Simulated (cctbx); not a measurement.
**Lattice, Laue class and space group of a new crystal**

Cell: a = 11.8780 Å, b = 11.8780 Å, c = 11.8780 Å, α = 90.00°, β = 90.00°, γ = 90.00°. Expected content of the cell: Bi16 Te32 Cu8.

Simulated single-crystal data (cctbx): Mo Kα, λ = 0.71073 Å, to d = 0.75 Å, 50 % of the full sphere, strongest reflection 70000 counts, noise from counting, a 3 % proportional error and a noise floor of 8 counts (s.d.); no absorption.

A first pass over the reflections prints:

```text
8370 reflections to d = 0.751 A
centring   violations  <I/sigma> of those
    A          0 of  4176      0.0
    B          0 of  4255     -0.0
    C          0 of  4207      0.0
    I       1007 of  4140      5.3
    R        994 of  5655      3.6
    F          0 of  6319     -0.0
Laue class    unique    Rint  (classes that these axes allow; Friedel mates merged)
F m m m           573   0.025
F m -3            203   0.028
F m -3 m          139   0.028
space group    extra absences  I>4sigma  <I/sigma>
F 4 3 2                 0          0         -  acentric
F 41 3 2               11          0      -0.1  acentric
F -4 3 m                0          0         -  acentric
F m -3 m                0          0         -  centric
F d -3 m :1           126          0       0.1  centric
F d -3 m :2           126          0       0.1  centric
Wilson B = 1.98 A^2   <|E^2-1|> = 1.025 (0.968 centric, 0.736 acentric)   E^2>4: 5.4 %
shell (A)         n   <I/sigma>
 6.86 - 1.50     25     58.1
 1.50 - 1.20     16     61.7
 1.20 - 1.05     18     53.4
 1.05 - 0.95     19     54.4
 0.95 - 0.88     17     52.7
 0.88 - 0.83     15     44.8
 0.83 - 0.79     12     54.7
 0.79 - 0.75     17     33.9
```

Q: Read the symmetry from these tables.

The reflections that A, B, C and F centring forbids are absent (⟨I/σ⟩ near 0), so the lattice is F. F holds A, B and C together.

Rint stays low (0.025 to 0.028) up to F m -3 m, the highest class in these axes.

6 settings pass the absence test. The most absences obeyed, 126, belong to F d -3 m alone.

⟨|E²−1|⟩ = 1.025 leans to a centrosymmetric structure. The Wilson B of 1.98 Å² means U ≈ 0.0251 Å².

The true group is Fd-3m (no. 227, origin choice 1), Laue class m-3m, centrosymmetric. The tables fix it.

The model was made for the exercise: a known structure type with other elements put in, its volume estimated, not relaxed; displacement parameters are assumed.

[Logs are printed without paths, hosts, clocks, repeated set-up lines and the standing remarks that a program may print on its own settings, such as how far it seeks lower states.]
